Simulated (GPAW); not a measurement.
# A Mo chain with a Pd atom on top of one atom: transmission at several levels, part 2 of 2

Aim: T(E), conductance and thermopower of a Mo chain with a Pd atom on top of one atom, and what cheaper settings cost in accuracy.

GPAW 26.7.0; GPAW LCAO, PAW setups; Landauer transmission from Green's functions with principal layers (ASE), zero bias.

So far, transmission at the Fermi level (one spin): step 2 (GPAW, dzp, PBE, GPAW) 5.54; step 3 (basis szp(dzp), PBE, GPAW) 5.63; step 4 (basis sz(dzp), PBE, GPAW) 5.63; step 5 (LDA) 5.54.

### 7. The levels side by side

The curves are compared point by point over the common energies.

This step: comparison of transmission and cost over codes and levels (GPAW 26.7.0).

Ladder, by row:

```
   step  code  T at the Fermi level (sum over the listed spins)  conductance (G0)  r.m.s. T(E) from the first  wall time (s)  peak memory (GiB)  threads
    dzp  GPAW                                             5.542             5.539                           0          474.2               1.49        1
    szp  GPAW                                             5.625             5.623                       0.308          282.1               1.35        1
     sz  GPAW                                             5.629             5.627                      0.3868          223.9               1.28        1
dzp-LDA  GPAW                                              5.54             5.536                      0.1595          439.4               1.49        1
```

The transmission, zone mean, sum over the listed spins by energy, zero at the Fermi level:

```
energy (eV)    dzp    szp     sz  dzp-LDA
    -3.0000   2.07   2.09   2.10     2.10
    -2.7750   2.22   2.16   2.17     2.22
    -2.7000   2.23   2.16   2.17     2.23
    -2.4750   2.21   2.13   2.14     2.22
    -2.2500   2.16   2.06   2.06     2.17
    -2.0250   2.10   2.00   1.98     2.14
    -1.7250   1.76   1.80   1.78     1.80
    -1.5000   2.93   2.52   2.53     2.18
    -1.2750   2.98   2.86   2.80     2.97
    -0.9750   3.34   3.40   3.36     3.33
    -0.7500   4.20   4.26   4.27     4.12
    -0.5250   4.97   5.11   5.10     4.95
    -0.2250   5.43   5.52   5.51     5.43
     0.0000   5.54   5.63   5.63     5.54
     0.0750   5.55   5.64   5.65     5.54
     0.1500   5.55   5.65   5.67     5.54
     0.2250   5.54   5.65   5.68     5.53
     0.3000   5.53   5.65   5.68     5.51
     0.5250   5.42   5.61   5.66     5.37
     0.7500   5.18   5.47   5.56     5.12
     0.9750   4.89   5.23   5.38     4.85
     1.2750   4.61   4.57   4.45     4.65
     1.5000   2.98   2.96   3.05     2.99
     1.7250   3.05   3.04   2.99     3.07
     2.0250   1.96   3.04   3.15     1.96
     2.2500   1.97   1.97   3.02     1.97
     2.4750   1.97   1.97   1.97     1.97
     2.7750   1.96   1.97   1.97     1.92
     3.0000  0.996  0.967  0.980    0.998
```

### 8. Temperature 150

Temperature enters only through the Fermi window.

This step: GPAW LCAO, PAW setups; Landauer transmission from Green's functions with principal layers (ASE), zero bias (GPAW 26.7.0).

Contents of run.py:

```python
import json
import numpy as np
from ase import Atoms
from ase.transport.calculators import TransportCalculator
from gpaw import GPAW, FermiDirac
from gpaw.lcao.tools import get_lcao_hamiltonian
from scipy.linalg import eigh

# The junction with lead layers at both ends, along the third cell vector
device = Atoms(
    ['Mo', 'Mo', 'Mo', 'Mo', 'Mo', 'Mo', 'Mo', 'Mo', 'Pd', 'Mo', 'Mo', 'Mo', 'Mo', 'Mo', 'Mo', 'Mo'],
    positions=[
        [4.50000, 4.50000, 1.12500],
        [4.50000, 4.50000, 3.37500],
        [4.50000, 4.50000, 5.62500],
        [4.50000, 4.50000, 7.87500],
        [4.50000, 4.50000, 10.12500],
        [4.50000, 4.50000, 12.37500],
        [4.50000, 4.50000, 14.62500],
        [4.50000, 4.50000, 16.87500],
        [6.77140, 4.50000, 16.87500],
        [4.50000, 4.50000, 19.12500],
        [4.50000, 4.50000, 21.37500],
        [4.50000, 4.50000, 23.62500],
        [4.50000, 4.50000, 25.87500],
        [4.50000, 4.50000, 28.12500],
        [4.50000, 4.50000, 30.37500],
        [4.50000, 4.50000, 32.62500]],
    cell=[[9.0, 0.0, 0.0], [0.0, 9.0, 0.0], [0.0, 0.0, 33.75]],
    pbc=True)

# One principal layer of the lead: the first 5 atoms of the device
lead = Atoms(
    ['Mo', 'Mo', 'Mo', 'Mo', 'Mo'],
    positions=[
        [4.50000, 4.50000, 1.12500],
        [4.50000, 4.50000, 3.37500],
        [4.50000, 4.50000, 5.62500],
        [4.50000, 4.50000, 7.87500],
        [4.50000, 4.50000, 10.12500]],
    cell=[[9.0, 0.0, 0.0], [0.0, 9.0, 0.0], [0.0, 0.0, 11.25]],
    pbc=True)

settings = dict(mode='lcao', basis='dzp', xc='PBE', h=0.2,
                occupations=FermiDirac(0.1), maxiter=250,
                mixer=dict(beta=0.1, nmaxold=8, weight=100.0),
                convergence=dict(density=0.0001))
energies = np.arange(-3, 3 + 1e-9, 0.075)
eta = 0.0001
n1, n2 = 1, 1
# k and -k transmit alike, so half of the mesh across the current serves
mesh = [(i, j) for i in range(n1) for j in range(n2) if (i, j) <= (-i % n1, -j % n2)]
weights = np.array([1 if (i, j) == (-i % n1, -j % n2) else 2 for i, j in mesh]) / (n1 * n2)

# [... helper functions left out ...]
fermi_lead = ground_state(lead, (1, 1, 10), 'lead.txt')
fermi_device = ground_state(device, (1, 1, 3), 'device.txt')
# [... loop over the mesh left out, but for ...]
        # Shift the lead onto the potential of the device's first layer
        shift = ((H[:, 0, 0] - H0[:, 0, 0]) / S0[0, 0]).real.mean()
# [...]
kT = 8.617333e-5 * 150
bias = [0.1, 0.2, 0.5, 1.0, 1.5, 2.0]
# [... integrals and printing left out ...]
```

Run with:

```bash
> OMP_NUM_THREADS=1 OPENBLAS_NUM_THREADS=1 python run.py
```

The log of the run:

```text
basis functions: device 462, principal layer 145
Fermi level: lead -2.7421 eV, device -2.6492 eV; lead shifted by -0.0030 eV
largest coupling past the next layer 2.80e-05 eV, largest misfit of the first layer 0.009 eV
  E-E_F (eV)   T (one spin)  [channel counts left out]
    -3.000    2.0693e+00
    -2.925    2.1750e+00
    -2.850    2.2060e+00
    -2.775    2.2207e+00
    -2.700    2.2269e+00
    -2.625    2.2269e+00
    -2.550    2.2215e+00
    -2.475    2.2113e+00
    -2.400    2.1967e+00
    -2.325    2.1780e+00
    -2.250    2.1562e+00
    -2.175    2.1326e+00
    -2.100    2.1106e+00
    -2.025    2.1001e+00
    -1.950    2.1424e+00
    -1.875    2.0863e+00
[...]
2.475    1.9713e+00
     2.550    1.9697e+00
     2.625    1.9604e+00
     2.700    1.4495e+00
     2.775    1.9597e+00
     2.850    1.9589e+00
     2.925    1.9310e+00
     3.000    9.9641e-01
conductance at 150 K: 5.5406 G0 a cell; thermopower -0.1328 uV/K
current from the zero-bias T(E) at 0.1 V: 42.921 uA
current from the zero-bias T(E) at 0.2 V: 85.803 uA
current from the zero-bias T(E) at 0.5 V: 213.76 uA
current from the zero-bias T(E) at 1.0 V: 421.47 uA
current from the zero-bias T(E) at 1.5 V: 614.81 uA
current from the zero-bias T(E) at 2.0 V: 779.9 uA
```

Wall time 7.9 min (1 thread of Arm Neoverse N1, shared host); peak memory 1.5 GiB.

Numbers from this step:

| Property | Result |
| --- | --- |
| conductance | 5.541 G₀ |
| largest coupling past the next principal layer | 2.80e-5 eV |
| largest misfit of the first principal layer | 0.008843 eV |
| shift that aligns the lead | -0.003035 eV |
| transmission at the Fermi level (one spin) | 5.542 |

One spin. The transmission, zone mean by energy, zero at the Fermi level:

energy (eV), transmission, zone mean and a bar from the least value:
```
  -3.0000       2.07 #######
  -2.7750       2.22 ########
  -2.7000       2.23 ########
  -2.4750       2.21 ########
  -2.2500       2.16 ########
  -2.0250       2.10 #######
  -1.7250       1.76 #####
  -1.5000       2.93 #############
  -1.2750       2.98 #############
  -0.9750       3.34 ###############
  -0.7500       4.20 #####################
  -0.5250       4.97 ##########################
  -0.2250       5.43 #############################
   0.0000       5.54 ##############################
   0.1500       5.55 ##############################
   0.2250       5.54 ##############################
   0.5250       5.42 #############################
   0.7500       5.18 ############################
   0.9750       4.89 ##########################
   1.2750       4.61 ########################
   1.5000       2.98 #############
   1.7250       3.05 ##############
   2.0250       1.96 ######
   2.2500       1.97 ######
   2.4750       1.97 ######
   2.7750       1.96 ######
   3.0000       1.00
```

Not self-consistent under bias; the bias window is split evenly. The current through one cell, from the zero-bias transmission by bias:

```
bias (V)  current through one cell, from the zero-bias transmission (mA)
   0.100                                                          0.0429
   0.200                                                          0.0858
   0.500                                                           0.214
   1.000                                                           0.421
   1.500                                                           0.615
   2.000                                                           0.780
```

Transmission of the three most open eigenchannels against energy, zero at the Fermi level:

```
energy (eV)  channel 1  channel 2  channel 3
    -3.0000      0.999      0.820      0.250
    -2.7750      0.999      0.945      0.277
    -2.4750      0.998      0.956      0.258
    -2.2500      0.995      0.953      0.208
    -2.0250      0.973      0.935      0.192
    -1.7250      0.998      0.677     0.0864
    -1.5000      0.993      0.821      0.779
    -1.2750      0.997      0.980      0.674
    -0.9750      0.998      0.996      0.800
    -0.7500      0.999      0.995      0.852
    -0.5250      0.999      0.992      0.870
    -0.2250      0.999      0.991      0.929
     0.0000      0.999      0.989      0.956
     0.2250      0.999      0.985      0.975
     0.5250      0.998      0.988      0.977
     0.7500      0.997      0.993      0.976
     0.9750      0.997      0.996      0.972
     1.2750      0.999      0.995      0.965
     1.5000      0.999      0.986      0.930
     1.7250      0.999      0.947      0.888
     2.0250      0.999      0.963     2.0e-5
     2.2500      0.999      0.972     2.0e-5
     2.4750      0.998      0.973     2.0e-5
     2.7750      0.992      0.968     2.4e-5
     3.0000      0.996     2.2e-5     2.1e-5
```

With these changes, and at 150 K in place of 300 K, the conductance is 5.54 G₀ against 5.54 in the dzp run; T at the Fermi level, which temperature doesn't enter, is 5.54 against 5.54.

### 9. Grid spacing 0.3

The real-space grid carries density and potential; a coarse one breaks translation symmetry along the lead and scatters electrons that should pass.

run.py, as its differences from that of step 8:

```diff
@@ -43,3 +43,3 @@
 
-settings = dict(mode='lcao', basis='dzp', xc='PBE', h=0.2,
+settings = dict(mode='lcao', basis='dzp', xc='PBE', h=0.3,
                 occupations=FermiDirac(0.1), maxiter=250,
@@ -61,3 +61,3 @@
 # [...]
-kT = 8.617333e-5 * 150
+kT = 8.617333e-5 * 300
 bias = [0.1, 0.2, 0.5, 1.0, 1.5, 2.0]
```

The log of the run:

```text
basis functions: device 462, principal layer 145
Fermi level: lead -2.7425 eV, device -2.6497 eV; lead shifted by -0.0020 eV
largest coupling past the next layer 2.80e-05 eV, largest misfit of the first layer 0.013 eV
  E-E_F (eV)   T (one spin)  [channel counts left out]
    -3.000    2.0477e+00
    -2.925    2.1726e+00
    -2.850    2.2061e+00
    -2.775    2.2214e+00
    -2.700    2.2277e+00
    -2.625    2.2278e+00
    -2.550    2.2228e+00
    -2.475    2.2133e+00
    -2.400    2.1996e+00
    -2.325    2.1821e+00
    -2.250    2.1614e+00
    -2.175    2.1393e+00
    -2.100    2.1195e+00
    -2.025    2.1139e+00
    -1.950    2.1669e+00
    -1.875    2.0382e+00
[...]
2.475    1.9725e+00
     2.550    1.9706e+00
     2.625    1.9588e+00
     2.700    1.7414e+00
     2.775    1.9607e+00
     2.850    1.9585e+00
     2.925    1.9318e+00
     3.000    9.9744e-01
conductance at 300 K: 5.5338 G0 a cell; thermopower -0.2596 uV/K
current from the zero-bias T(E) at 0.1 V: 42.868 uA
current from the zero-bias T(E) at 0.2 V: 85.691 uA
current from the zero-bias T(E) at 0.5 V: 213.4 uA
current from the zero-bias T(E) at 1.0 V: 420.74 uA
current from the zero-bias T(E) at 1.5 V: 613.51 uA
current from the zero-bias T(E) at 2.0 V: 778.51 uA
```

The job ended after 3.8 min (1 thread; peak memory 0.75 GiB).

The run finished with changed settings (h = 0.3); it serves as a test.

The two runs compared:

```
                                           quantity    this run   sound run  difference
                                   conductance (G₀)      5.5338      5.5388    -0.00497
largest coupling past the next principal layer (eV)    2.801e-5    2.799e-5      1.6e-8
   largest misfit of the first principal layer (eV)    0.012789   0.0088429     0.00395
                    shift that aligns the lead (eV)  -0.0020125  -0.0030350     0.00102
         transmission at the Fermi level (one spin)      5.5374      5.5419    -0.00452
```

### 10. Summary of results

```json
{
  "conductance": "5.54 G₀",
  "transmission at the Fermi level, mean of the spins": "5.54",
  "thermopower": "about 0 (under 1.5 μV/K)"
}
```

**Reading.** In the dzp basis the junction conducts 5.54 G₀ at 300 K, with T = 5.54 a spin at the Fermi level; the sz basis reaches that conductance within 10 %. At the Fermi level the three most open eigenchannels pass 1.00, 0.99 and 0.96. Measured against the first run (dzp), the nearest curve is that of dzp-LDA (r.m.s. 0.16) and the farthest that of sz (0.39). Over the compared runs wall time goes from 224 s (sz) to 474 s (dzp), on a shared host. The geometry was built from estimated bond lengths and not relaxed, so the numbers describe this model structure. The run had no spin polarisation, so a magnetic state, which chains and small molecules with open shells often have, wasn't tested. An evenly spaced straight chain is an idealisation: free chains tend to dimerise, zigzag or, where a band edge lies near the Fermi level, turn magnetic. The currents use the zero-bias T(E) throughout, which holds only while the bias is small against the distance to the nearest feature. The energy step is wider than the thermal energy, so the conductance and thermopower rest on interpolation of T(E).

[Logs are printed without paths, hosts, clocks, repeated set-up lines and the standing remarks that a program may print on its own settings, such as how far it seeks lower states.]

[Hosts, paths, dates, database ids (printed as entryN), source tags and the programs' standing remarks are cut or masked in the printed files.]
